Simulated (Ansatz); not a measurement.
# How many bands does the GW gap of InSe (R3m) need?, part 2 of 2

Aim: see how the G0W0 gap of InSe (R3m) on r2SCAN moves with empty bands and screening cutoff, and what each rung costs.

Ansatz 0.2.0; G0W0 on r2SCAN, plane waves, PAW. Known limits of the many-body steps: not at the basis limit; no spin-orbit coupling.

So far. Step 4 (751 empty bands, screening to 200 eV): Against the run with 4×4×4 mesh, 349 empty bands, screening to 120 eV, the gap moves by −0.009 eV.

The database entry behind the starting cell differs from later determinations by our own check (c about 1.5 % long), so it need not match the best structure at ambient conditions.

### 5. Changing the frequency model: 4×4×4 mesh, 349 empty bands, screening to 120 eV, plasmon pole

A plasmon pole stands in for the full frequency dependence of the screening; this run shows what that costs in accuracy. Bands and cutoff differ from the step before, so it is read against an earlier run that matches them.

input.yaml reads:

```yaml
crystal:
  lattice:
    - [2.0, 1.1547005384, 8.44]
    - [-2.0, 1.1547005384, 8.44]
    - [0.0, -2.3094010768, 8.44]
  atoms:
    - { symbol: In, position: [0.0, 0.0, 0.0] }
    - { symbol: In, position: [0.1114, 0.1114, 0.1114] }
    - { symbol: Se, position: [0.6165, 0.6165, 0.6165] }
    - { symbol: Se, position: [0.8281, 0.8281, 0.8281] }
kpoints:
  mp_grid: { grid: [4, 4, 4] }
hamiltonian:
  xc: r2scan
scf:
  occupations: { method: fixed }
gw:
  n_empty_bands: 349
  ecut_chi: 120
  qp_bands: [v2, c2]
  qp_kpoints: band_edges
  screening: { model: godby_needs }
```

Command:

```sh
> ansatz run input.yaml --threads 3 --pin off --max-ram 92160MiB --backend cuda --events-out ev --progress --plain --runs-dir out --devices 1 --max-vram 13GiB  # rebuilt from the run's record
```

Numbers of over 12 decimals in the logs are rounded to 6 here.

What it wrote:

```text
GPUs: using 1 of 1 available (devices: 1).
[...]
GPU FFT provider: cuFFT
GPU libraries: cuBLAS 13.8.2, cuFFT 12.4.0, cuSOLVER 12.3.4
Crystal: 4 atoms, lattice volume = 116.948 Å³
Basis set: ecut = 500 eV, 2965 PW (Γ), exchange–correlation on 256×256×256 points (64 copies of the dense FFT grid, shifted against one another)
Bands: 35, of which v1, the nominal top of the filled ones, is band 29 counted from 1 (28 counted from 0)
[...]
2    31      9.3540    -9.6547    -3.7334   -13.6887  0.8103     9.6551     9.6546  root
[...]
12    28      5.8666   -18.3293     1.7729   -16.1895  0.7925     5.4989     5.4997  root
    12    29      7.0613   -16.3134     0.8753   -15.0772  0.7996     6.7000     6.7005  root
    12    30      7.9252   -10.1624    -3.2541   -13.6002  0.8156     8.1090     8.1088  root
    12    31      9.6901    -8.0609    -3.9939   -12.2070  0.8171     9.8424     9.8422  root
[key lines of the parts left out:]
SCF converged after 7 iterations
Free energy (F): -22182.526813 eV
Fermi energy:    7.061300 eV
```

Elapsed: 73 s, on 1 × NVIDIA H100 80GB HBM3 (shared by 6 runs) with 3 threads of AMD EPYC 7R13 (Zen 3), shared host; peak memory 3.1 GiB.

Numbers from this step:

```
bands summed                                 : 378
plasmon-pole fit frequency                   : 26.15 eV
RPA ε∞ on this mesh (eigenvalues)            : 7.956, 7.956, 10.49
plane waves in the screening matrix          : 363
G0W0 gap on the mesh                         : 1.408 eV
k of the valence top                         : -0.5, -0.5, -0.5
k of the conduction bottom                   : -0.5, -0.5, -0.5
starting gap on the mesh                     : 0.8639 eV
least direct G0W0 gap on the computed points : 1.408 eV
```

Against the run with 4×4×4 mesh, 349 empty bands, screening to 120 eV, the gap moves by +0.03 eV.

### 6. Changing the files: 4×4×4 mesh, 349 empty bands, screening to 120 eV, hard PAW files

Other atomic data (hard PAW) test the pseudisation: the cutoff goes from 500 to 870 eV and the valence electrons from 58 to 74, which opens shells that were frozen.

input.yaml: that of step 5 with these lines changed.

```diff
@@ -14,2 +14,3 @@
   xc: r2scan
+  pseudopotentials: { kind: paw, source: ansatz }
 scf:
@@ -21,2 +22,2 @@
   qp_kpoints: band_edges
-  screening: { model: godby_needs }
+  screening: { model: contour_deformation }
```

What it wrote:

```text
GPUs: using 1 of 1 available (devices: 1).
[...]
GPU FFT provider: cuFFT
GPU libraries: cuBLAS 13.8.2, cuFFT 12.4.0, cuSOLVER 12.3.4
Crystal: 4 atoms, lattice volume = 116.948 Å³
Basis set: ecut = 870 eV, 6827 PW (Γ), exchange–correlation on 432×432×432 points (64 copies of the dense FFT grid, shifted against one another)
Bands: 45, of which v1, the nominal top of the filled ones, is band 37 counted from 1 (36 counted from 0)
[...]
2    39     10.5634    -9.6646    -3.7830   -13.7003  0.7840    10.8174    10.8160  root
[...]
12    36      7.0737   -18.3318     1.7456   -16.1877  0.7636     6.6721     6.6752  root
    12    37      8.2667   -16.3247     0.8550   -15.0829  0.7788     7.8783     7.8799  root
    12    38      9.1373   -10.1765    -3.3059   -13.6217  0.8013     9.2767     9.2766  root
    12    39     10.9002    -8.0779    -4.0085   -12.2289  0.7943    11.0430    11.0427  root
[key lines of the parts left out:]
SCF converged after 9 iterations
Free energy (F): -28920.720885 eV
Fermi energy:    8.266710 eV
```

Wall time 3.1 min (1 × NVIDIA H100 80GB HBM3 (shared by 6 runs) with 3 threads); peak memory 5.4 GiB.

Numbers from this step:

- bands summed: 386
- RPA ε∞ on this mesh (eigenvalues): 7.951, 7.951, 10.38
- plane waves in the screening matrix: 363
- G0W0 gap on the mesh: 1.397 eV
- k of the valence top: -0.5, -0.5, -0.5
- k of the conduction bottom: -0.5, -0.5, -0.5
- starting gap on the mesh: 0.8706 eV
- least direct G0W0 gap on the computed points: 1.397 eV

Against the run with 4×4×4 mesh, 349 empty bands, screening to 120 eV, the gap moves by +0.018 eV.

### 7. Side by side

Times are wall times on 1 × NVIDIA H100 80GB HBM3 (shared by 6 runs) with 3 threads of AMD EPYC 7R13 (Zen 3), shared host, good to a factor of about two.

```csv
mesh,files,frequency,bands summed,cutoff (eV),start (eV),G0W0 (eV),time,host memory (GiB)
4×4×4,default PAW,contour deformation,152,60,0.864,1.343,33 s,1.9
4×4×4,default PAW,contour deformation,378,120,0.864,1.379,80 s,2.3
4×4×4,default PAW,contour deformation,780,200,0.864,1.370,1.8 min,3.6
4×4×4,default PAW,plasmon pole,378,120,0.864,1.408,73 s,3.1
4×4×4,hard PAW,contour deformation,386,120,0.871,1.397,3.1 min,5.4
```

The parts of the quasiparticle energy at the two band edges (eV; QP = start + Σx + Σc − Vxc):

```csv
run,edge,start,Σx,Σc,Vxc,Z,QP
152 bands,valence top,7.06,-16.31,1.21,-15.08,0.78,7.04
152 bands,conduction bottom,7.93,-10.16,-2.98,-13.60,0.80,8.38
378 bands,valence top,7.06,-16.31,0.85,-15.08,0.78,6.68
378 bands,conduction bottom,7.93,-10.16,-3.31,-13.60,0.80,8.05
780 bands,valence top,7.06,-16.31,0.69,-15.08,0.78,6.52
780 bands,conduction bottom,7.93,-10.16,-3.48,-13.60,0.80,7.89
```

### 8. What came out

```yaml
152_bands_60_ev: 1.343 eV
378_bands_120_ev: 1.379 eV
780_bands_200_ev: 1.370 eV
mesh_and_start: 4×4×4, r2SCAN
```

From 152 to 780 bands the gap moves by +0.03 eV while the time grows 3.3-fold. Σc changes by −0.52 eV at the valence top and −0.49 eV at the conduction bottom, so the levels themselves move more than the gap between them. The gap turns back along the series, so no limit is drawn from it. The plasmon-pole model gives +0.03 eV against contour deformation, 6 % of the correction, and saved no time in this program. Hard PAW files move the gap by +0.02 eV at equal bands and cutoff, +0.01 eV of it in the start. The many-body steps are scalar-relativistic: spin-orbit coupling is not in them.

[Paths, hosts, dates, memory and timing lines, banners, echoed tables and standing remarks are left out of the program output.]

[Logs are printed without paths, hosts, clocks, repeated set-up lines and the standing remarks that a program may print on its own settings, such as how far it seeks lower states.]

[Runs of the session that timed out or met a known fault of the program may be left out.]

[Cells called generated may have been cut or substituted from an entry of the Crystallography Open Database or the Materials Project.]

[Hosts, paths, dates, database ids (printed as entryN), source tags and the programs' standing remarks are cut or masked in the printed files.]
